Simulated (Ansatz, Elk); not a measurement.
# TiRuSe2S2: X-ray structure factors from the self-consistent density

Structure refinements treat a crystal as free atoms side by side. For a made-up structure of TiRuSe2S2 (cell and positions from a PBEsol relaxation) the runs below show what the calculated density changes in F(hkl).

Calculated with Elk 11.2.3 (patched build); DFT, PBE, all-electron APW+lo, Dirac cores, scalar-relativistic bands, static density, no spin.

The structure was built from a prototype and need not be the compound's stable phase.

**1. The starting structure**

The structure is monoclinic, space group P2/m (No. 10). Conventional cell: a = 5.558 Å, b = 3.395 Å, c = 5.870 Å, α = 90.00°, β = 92.47°, γ = 90.00°. Nearest to Ru lie 2 S at 2.38 Å and 4 Se at 2.48 Å. Se has 2 Ru at 2.48 Å and 1 Ti at 2.50 Å nearest. Nearest to Ti lie 4 S at 2.40 Å and 2 Se at 2.50 Å. Nearest to S lie 1 Ru at 2.38 Å and 2 Ti at 2.40 Å. Farther neighbours and most contacts between anions are not listed.

As a file:

```cif
data_structure
_symmetry_space_group_name_H-M 'P 1'
_symmetry_Int_Tables_number 1
_cell_length_a 5.8704
_cell_length_b 3.3947
_cell_length_c 5.5581
_cell_angle_alpha 90.000
_cell_angle_beta 92.472
_cell_angle_gamma 90.000
_cell_volume 110.66
loop_
_atom_site_label
_atom_site_type_symbol
_atom_site_fract_x
_atom_site_fract_y
_atom_site_fract_z
_atom_site_occupancy
Ru1 Ru 0.00000 0.50000 0.50000 1
Se2 Se 0.72817 0.00000 0.33308 1
Se3 Se 0.27183 0.00000 0.66692 1
Ti4 Ti 0.00000 0.00000 0.00000 1
S5 S 0.75308 0.50000 0.82790 1
S6 S 0.24692 0.50000 0.17210 1
```

**2. Ground state and structure factors**

An all-electron density is needed, since X-rays see the cores too. Task 0 finds the density and task 195 Fourier-transforms it; tshift is off so that phases refer to the origin typed.

Input file elk.in:

```
tasks
  0
  195

xctype
  20

spinpol
  .false.

rgkmax
  7.0

gmaxvr
  14.0

lmaxo
  7

lmaxapw
  8

swidth
  0.002

tshift
  .false.

ramdisk
  .false.

hmaxvr
  5.5

maxscl
  120

epspot
  1e-06

sppath
  './'

avec
  11.09237780591 -0.00000000000 -0.15607524175
  -0.00000000000 6.41501312704 -0.00000000000
  -0.30530756565 -0.00000000000 10.49883253194

atoms
  4
  'Ru.in'
  1
  0.0000000000 0.5000000000 0.5000000000   0.000000 0.000000 0.000000
  'Se.in'
  2
  0.7281711423 0.0000000000 0.3330788417   0.000000 0.000000 0.000000
  0.2718288577 -0.0000000000 0.6669211583   0.000000 0.000000 0.000000
  'Ti.in'
  1
  0.0000000000 0.0000000000 0.0000000000   0.000000 0.000000 0.000000
  'S.in'
  2
  0.7530771222 0.5000000000 0.8279033956   0.000000 0.000000 0.000000
  0.2469228778 0.5000000000 0.1720966044   0.000000 0.000000 0.000000

ngridk
  4 7 4
```

Started as:

```console
$ OMP_NUM_THREADS=4 elk
```

Numbers of over 12 decimals in the logs are rounded to 6 here.

What it wrote:

```text
┌─────────────────────────┐
│ Elk code version 11.2.3 │
└─────────────────────────┘

All units are atomic (Hartree, Bohr, etc.)

┌─────────────────────────────────────────────────┐
│ Ground-state run starting from atomic densities │
└─────────────────────────────────────────────────┘

Lattice vectors :
   11.09237781      -0.000000000     -0.1560752418
  -0.000000000       6.415013127      -0.000000000
 -0.3053075657      -0.000000000       10.49883253

Reciprocal lattice vectors :
  0.5666735639       0.000000000      0.1647894904E-01
   0.000000000      0.9794501091       0.000000000
  0.8424147467E-02   0.000000000      0.5987101179

Unit cell volume      :    746.7676111
Brillouin zone volume :   0.3321652007

Muffin-tin inner radius fraction :   0.1000000000E-01

Nuclei treated as point charges

Species : 1 (Ru)
 parameters loaded from : Ru.in
 name : ruthenium
 nuclear charge    :   -44.00000000
 electronic charge :    44.00000000
 atomic mass :    184239.3393
 muffin-tin radius :    2.323576424
 number of radial points in muffin-tin :   1193
 inner part over the whole radius :   0.9889766006E-02
 number on inner part of muffin-tin    :    846
 approximate nuclear radius :   0.8462081736E-04
 number of mesh points to nuclear radius :    425
 atomic positions (lattice), magnetic fields (Cartesian) :
  1 :   0.00000000  0.50000000  0.50000000    0.00000000  0.00000000  0.00000000

Species : 2 (Se)
 parameters loaded from : Se.in
 name : selenium
 nuclear charge    :   -34.00000000
 electronic charge :    34.00000000
 atomic mass :    143935.2749
 muffin-tin radius :    2.227361090
 number of radial points in muffin-tin :    993
 inner part over the whole radius :   0.9878876835E-02
 number on inner part of muffin-tin    :    701
 approximate nuclear radius :   0.7785908700E-04
 number of mesh points to nuclear radius :    344
 atomic positions (lattice), magnetic fields (Cartesian) :
  1 :  -0.27182886  0.00000000  0.33307884    0.00000000  0.00000000  0.00000000
  2 :   0.27182886  0.00000000 -0.33307884    0.00000000  0.00000000  0.00000000

Species : 3 (Ti)
 parameters loaded from : Ti.in
 name : titanium
 nuclear charge    :   -22.00000000
 electronic charge :    22.00000000
 atomic mass :    87256.20317
 muffin-tin radius :    2.386044317
 number of radial points in muffin-tin :    993
 inner part over the whole radius :   0.9847541887E-02
 number on inner part of muffin-tin    :    698
 approximate nuclear radius :   0.6805665174E-04
 number of mesh points to nuclear radius :    325
 atomic positions (lattice), magnetic fields (Cartesian) :
  1 :   0.00000000  0.00000000  0.00000000    0.00000000  0.00000000  0.00000000

Species : 4 (S)
 parameters loaded from : S.in
 name : sulphur
 nuclear charge    :   -16.00000000
 electronic charge :    16.00000000
 atomic mass :    58450.91931
 muffin-tin radius :    2.106173632
 number of radial points in muffin-tin :    793
 inner part over the whole radius :   0.9830337630E-02
 number on inner part of muffin-tin    :    553
 approximate nuclear radius :   0.6195814986E-04
 number of mesh points to nuclear radius :    251
 atomic positions (lattice), magnetic fields (Cartesian) :
  1 :  -0.24692288  0.50000000 -0.17209660    0.00000000  0.00000000  0.00000000
  2 :   0.24692288  0.50000000  0.17209660    0.00000000  0.00000000  0.00000000

Total number of atoms per unit cell :    6
Total muffin-tin volume :    280.2953076
 ratio of muffin-tin to unit cell volume :   0.3753447571

Spin treatment :
 spin-unpolarised

Number of Bravais lattice symmetries :    4
Number of crystal symmetries         :    4
Crystal has inversion symmetry
Real symmetric eigensolver will be used

k-point grid :      4     7     4
k-point offset :    0.000000000       0.000000000       0.000000000
k-point set is reduced with full crystal symmetry group
Total number of k-points :       40

Muffin-tin radius times maximum |G+k| :    7.000000000
 using average radius
[...]
total energy                :     -11046.089370079

Density of states at Fermi energy :    98.01666863
 (states/Hartree/unit cell)

Estimated indirect band gap :   0.6577185970E-03
 from k-point 16 to k-point 22
Estimated direct band gap   :   0.3486181058E-02
 at k-point 13

Charges :
 core                        :    94.00000000
 valence                     :    72.00000000
 interstitial                :    11.37896827
 muffin-tins (core leakage)
  species : 1 (Ru)
[...]
species : 2 (Se)
[...]
species : 3 (Ti)
[...]
species : 4 (S)
[...]
total in muffin-tins        :    154.6210317
 total calculated charge     :    166.0001168
 total charge                :    166.0000000
 error                       :   0.1168051482E-03

RMS change in Kohn-Sham potential (target) :   0.3923777599     (  0.1000000000E-05)
Absolute change in total energy (target)   :   0.4806810845     (  0.1000000000E-03)

[... loops 3 to 17 left out ...]

┌──────────────────┐
│ Loop number : 18 │
└──────────────────┘

Energies :
 Fermi                       :     0.261202
 sum of occupied eigenvalues :     -6459.1343163170
 electron kinetic            :      11355.844053972
 core electron kinetic       :      10712.661199303
 Coulomb                     :     -21997.010802435
 Coulomb potential           :     -17290.166270699
 nuclear-nuclear             :     -1279.8836914442
 electron-nuclear            :     -24173.857083792
 Hartree                     :      3456.7299728008
 Madelung                    :     -13351.927667085
 xc potential                :     -524.81209958965
 exchange                    :     -395.57083764018
 correlation                 :     -7.939348
 electron entropic           :    -0.14098534596149E-02
 total energy                :     -11044.678344234

Density of states at Fermi energy :    105.4898905
 (states/Hartree/unit cell)

Estimated indirect band gap :   0.1158597713E-02
 from k-point 26 to k-point 9
Estimated direct band gap   :   0.5748646918E-02
 at k-point 29

Charges :
 core                        :    94.00000000
 valence                     :    72.00000000
 interstitial                :    10.94130997
 muffin-tins (core leakage)
  species : 1 (Ru)
[...]
species : 2 (Se)
[...]
species : 3 (Ti)
[...]
species : 4 (S)
[...]
total in muffin-tins        :    155.0586900
 total calculated charge     :    166.0002502
 total charge                :    166.0000000
 error                       :   0.2501554584E-03

RMS change in Kohn-Sham potential (target) :   0.2170449479E-06 (  0.1000000000E-05)
Absolute change in total energy (target)   :   0.4023657675E-04 (  0.1000000000E-03)

Convergence targets achieved

┌──────────────────┐
│ Loop number : 19 │
└──────────────────┘

Energies :
 Fermi                       :     0.261202
 sum of occupied eigenvalues :     -6459.1343082549
 electron kinetic            :      11355.844050178
 core electron kinetic       :      10712.661199842
 Coulomb                     :     -21997.010797576
 Coulomb potential           :     -17290.166283848
 nuclear-nuclear             :     -1279.8836914442
 electron-nuclear            :     -24173.857060181
 Hartree                     :      3456.7299540488
 Madelung                    :     -13351.927655652
 xc potential                :     -524.81207458538
 exchange                    :     -395.57083718490
 correlation                 :     -7.939348
 electron entropic           :    -0.14098552322708E-02
 total energy                :     -11044.678342712

Density of states at Fermi energy :    105.4900359
 (states/Hartree/unit cell)

Estimated indirect band gap :   0.1158614530E-02
 from k-point 26 to k-point 9
Estimated direct band gap   :   0.5748647024E-02
 at k-point 29

Charges :
 core                        :    94.00000000
 valence                     :    72.00000000
 interstitial                :    10.94131020
 muffin-tins (core leakage)
  species : 1 (Ru)
[...]
species : 2 (Se)
[...]
species : 3 (Ti)
   atom 1                    :    20.43363481     ( -0.2199941118E-06)
  species : 4 (S)
   atom 1                    :    14.26237929     (  0.1312467735E-03)
   atom 2                    :    14.26237929     (  0.1312467735E-03)
 total in muffin-tins        :    155.0586898
 total calculated charge     :    166.0002502
 total charge                :    166.0000000
 error                       :   0.2501556266E-03

┌──────────────────────────────┐
│ Self-consistent loop stopped │
└──────────────────────────────┘

Warning : core states of species 2 leak from the muffin-tin :   0.1803971333E-03

Warning : core states of species 4 leak from the muffin-tin :   0.1312467735E-03

Wrote STATE.OUT
```

Elapsed: 69 s, on 4 threads of Arm Neoverse V1, shared host; peak memory 0.24 GiB; 3.6 min of CPU time.

SFACRHO.OUT:

```text

h k l indices transformed by vhmat matrix:
   1.000000000       0.000000000       0.000000000    
   0.000000000       1.000000000       0.000000000    
   0.000000000       0.000000000       1.000000000    

      h      k      l  multipl.   |H|            Re(F)            Im(F)           |F|

      0      0      0      1   0.0000000       166.00000      0.21159857E-15   166.00000    
      1      0      0      2  0.56691312       53.570228      0.38863059E-14   53.570228    
      0      0      1      2  0.59876938      -39.467185     -0.25908706E-14   39.467185    
     -1      0      1      2  0.80661983      -44.854725      0.31738165E-13   44.854725    
     -1      0     -1      2  0.84213714       12.001791      0.39510777E-13   12.001791    
      0      1      0      2  0.97945011       12.909427      0.72348181E-14   12.909427    
     -1      1      0      4   1.1316859      -27.965777      0.51817412E-14   27.965777    
      2      0      0      2   1.1338262      -25.051469      -0.0000000       25.051469    
      0     -1      1      4   1.1479753       13.951996      0.24613271E-13   13.951996    
      0      0      2      2   1.1975388       11.550743      0.40158494E-13   11.550743    
     -2      0      1      2   1.2591772       9.8101713     -0.19431530E-13   9.8101713    
     -1     -1      1      4   1.2688412      -12.187654      0.15545224E-13   12.187654    
      1      1      1      4   1.2917111       121.68461     -0.12954353E-14   121.68461    
     -1      0      2      2   1.3026627       120.10319     -0.10363482E-13   120.10319    
      2      0      1      2   1.3048548      -17.145274     -0.20726965E-13   17.145274    
      1      0      2      2   1.3468664      -10.509112      0.12306635E-13   10.509112    
     -2      1      0      4   1.4982938      -47.269965     -0.17812235E-14   47.269965    
      0      1     -2      4   1.5470687      -32.436062     -0.10363482E-13   32.436062
```

Elk indexes on the primitive cell of elk.in and gives |H| = 4π sin θ/λ in inverse bohr. Below, one row stands for each form hkl of the conventional cell (m members, Friedel mates merged), F is for one primitive cell and the density is static (no thermal factor). Free-atom factors are Waasmaier and Kirfel's, and R is Σm||F|−|F'||/Σm|F|.

```tsv
hkl	m	sin θ/λ (Å⁻¹)	abs F, DFT	neutral atoms	diff.
001	2	0.085	53.570	53.282	+0.288
100	2	0.090	39.467	39.688	-0.221
1 0 -1	2	0.121	44.855	45.120	-0.265
101	2	0.127	12.002	11.940	+0.062
010	2	0.147	12.909	12.867	+0.042
011	4	0.170	27.966	28.004	-0.038
002	2	0.171	25.052	24.496	+0.556
110	4	0.173	13.952	14.313	-0.361
200	2	0.180	11.551	11.907	-0.356
1 0 -2	2	0.189	9.810	9.924	-0.114
1 1 -1	4	0.191	12.188	11.548	+0.640
111	4	0.194	121.685	121.724	-0.039
2 0 -1	2	0.196	120.103	120.054	+0.049
102	2	0.196	17.145	17.144	+0.001
```

**3. The highest occupied states alone**

An energy window below the Fermi level keeps the highest occupied states, to see at which angles they scatter; shallow core shells can lie inside it and anion s states outside. No new self-consistency is needed.

Changes to elk.in since step 2:

```diff
@@ -1,3 +1,2 @@
 tasks
-  0
   195
@@ -40,2 +39,5 @@
 
+wsfac
+  -0.179790 0.561200
+
 sppath
```

Started as:

```console
$ OMP_NUM_THREADS=4 elk
```

What it wrote:

```text
┌─────────────────────────────────┐
│ Elk code version 11.2.3 started │
└─────────────────────────────────┘

Info(readinput): the functional depends on the density's gradient
 muffin-tin radial points multiplied by    2.00000
 (not where nrmtscf is given)

┌────────────────────┐
│ Current task : 195 │
└────────────────────┘
Info(checkmt): changed muffin-tin radius of species 1 (Ru) from   2.6000 to   2.3236
Info(checkmt): changed muffin-tin radius of species 2 (Se) from   2.4000 to   2.2274
Info(checkmt): changed muffin-tin radius of species 3 (Ti) from   2.4000 to   2.3860
Info(checkmt): changed muffin-tin radius of species 4 (S) from   2.2000 to   2.1062

Info(sfacrho): density structure factors written to SFACRHO.OUT

 Energy window :  -0.1797900000      0.5612000000

┌──────────────────┐
│ Elk code stopped │
└──────────────────┘
```

It took 19 s on 4 threads; peak memory 0.16 GiB; 23 s of CPU time.

States within 12 eV below the Fermi level hold 28.00 electrons; any levels below the window count with the cores. Their amplitudes can exceed the total, where window and core parts have opposite phase:

```tsv
hkl	sin θ/λ (Å⁻¹)	abs F, window	abs F, all
001	0.085	7.473	53.570
100	0.090	3.317	39.467
1 0 -1	0.121	2.042	44.855
101	0.127	3.391	12.002
010	0.147	3.404	12.909
011	0.170	2.703	27.966
002	0.171	1.016	25.052
110	0.173	1.730	13.952
200	0.180	1.498	11.551
1 0 -2	0.189	2.162	9.810
```

**4. Another functional**

The difference from free atoms is small, so it is set against the change that PBEsol makes.

Changes to elk.in since step 3:

```diff
@@ -1,2 +1,3 @@
 tasks
+  0
   195
@@ -4,3 +5,3 @@
 xctype
-  20
+  22
 
@@ -39,5 +40,2 @@
 
-wsfac
-  -0.179790 0.561200
-
 sppath
```

Started as:

```console
$ OMP_NUM_THREADS=4 elk
```

What it wrote:

```text
┌─────────────────────────┐
│ Elk code version 11.2.3 │
└─────────────────────────┘

All units are atomic (Hartree, Bohr, etc.)

┌─────────────────────────────────────────────────┐
│ Ground-state run starting from atomic densities │
└─────────────────────────────────────────────────┘

Lattice vectors :
   11.09237781      -0.000000000     -0.1560752418
  -0.000000000       6.415013127      -0.000000000
 -0.3053075657      -0.000000000       10.49883253

Reciprocal lattice vectors :
  0.5666735639       0.000000000      0.1647894904E-01
[...]
species : 4 (S)
   atom 1                    :    14.23885350     (  0.1322081406E-03)
   atom 2                    :    14.23885350     (  0.1322081406E-03)
 total in muffin-tins        :    154.9952640
 total calculated charge     :    166.0002505
 total charge                :    166.0000000
 error                       :   0.2504847309E-03

┌──────────────────────────────┐
│ Self-consistent loop stopped │
└──────────────────────────────┘

Warning : core states of species 2 leak from the muffin-tin :   0.1822766101E-03

Warning : core states of species 4 leak from the muffin-tin :   0.1322081406E-03

Wrote STATE.OUT
[key lines of the parts left out:]
total energy                :     -11036.902127122
```

Run time: 70 s. Hardware: 4 threads; peak memory 0.23 GiB; 3.6 min of CPU time.

Against the first run R = 0.03 %; the largest change is -0.064 at 111.

**5. A coarser k-mesh**

About half the k-points along each axis test the sampling.

Changes to elk.in since step 4:

```diff
@@ -5,3 +5,3 @@
 xctype
-  22
+  20
 
@@ -66,2 +66,2 @@
 ngridk
-  4 7 4
+  2 4 2
```

Started as:

```console
$ OMP_NUM_THREADS=4 elk
```

What it wrote:

```text
┌─────────────────────────┐
│ Elk code version 11.2.3 │
└─────────────────────────┘

All units are atomic (Hartree, Bohr, etc.)

┌─────────────────────────────────────────────────┐
│ Ground-state run starting from atomic densities │
└─────────────────────────────────────────────────┘

Lattice vectors :
   11.09237781      -0.000000000     -0.1560752418
  -0.000000000       6.415013127      -0.000000000
 -0.3053075657      -0.000000000       10.49883253

Reciprocal lattice vectors :
  0.5666735639       0.000000000      0.1647894904E-01
[...]
species : 4 (S)
   atom 1                    :    14.26075508     (  0.1312215158E-03)
   atom 2                    :    14.26075508     (  0.1312215158E-03)
 total in muffin-tins        :    155.0583118
 total calculated charge     :    166.0001495
 total charge                :    166.0000000
 error                       :   0.1494533835E-03

┌──────────────────────────────┐
│ Self-consistent loop stopped │
└──────────────────────────────┘

Warning : core states of species 2 leak from the muffin-tin :   0.1803576012E-03

Warning : core states of species 4 leak from the muffin-tin :   0.1312215158E-03

Wrote STATE.OUT
[key lines of the parts left out:]
total energy                :     -11044.677192796
```

It took 43 s on 4 threads; peak memory 0.23 GiB; 90 s of CPU time.

Against the first run R = 0.03 %; the largest change is -0.030 at 211.

**6. Settings against the effect**

```tsv
run	R against the first run (%)	R against neutral atoms, low angle (%)	wall time
PBE, rgkmax 7	0.00	0.58	69 s
PBEsol	0.03	0.58	70 s
k-mesh 2×4×2	0.03	0.58	43 s
```

**7. Summary of results**

* R against neutral atoms, sin θ/λ < 0.3 Å⁻¹: 0.58 %
* R against neutral atoms, 0.3 to 0.51 Å⁻¹: 0.43 %

In words: Independent neutral atoms miss the calculated amplitudes by R = 0.58 % below 0.3 Å⁻¹ and 0.43 % from there to 0.51 Å⁻¹; by shells, 0.54 % below 0.15 Å⁻¹ (5 forms), 0.58 % 0.15 to 0.3 (28 forms), 0.49 % 0.3 to 0.45 (66 forms), 0.36 % above 0.45 (50 forms). Bonding, aspherical density and the tables' own atoms all enter these figures, and the runs don't part them. The largest change of an amplitude is -0.74 electrons, at 003. The window's part falls from 28.0 electrons at the origin to at most 0.53 between 0.45 and 0.51 Å⁻¹. Below 0.3 Å⁻¹ the changes that finished (PBEsol and k-mesh 2×4×2) move F by R = 0.04 % at most, against the 0.58 % that separates it from free atoms. The basis has no finished test. These runs have no spin, though d or f shells may be open. Part of the difference isn't bonding: the tables are fits to free atoms and ions calculated by other methods than this functional. Thermal motion, anomalous dispersion and extinction are left out.

[Logs are printed without paths, hosts, clocks, repeated set-up lines and the standing remarks that a program may print on its own settings, such as how far it seeks lower states.]

[Hosts, paths, dates, database ids (printed as entryN), source tags and the programs' standing remarks are cut or masked in the printed files.]
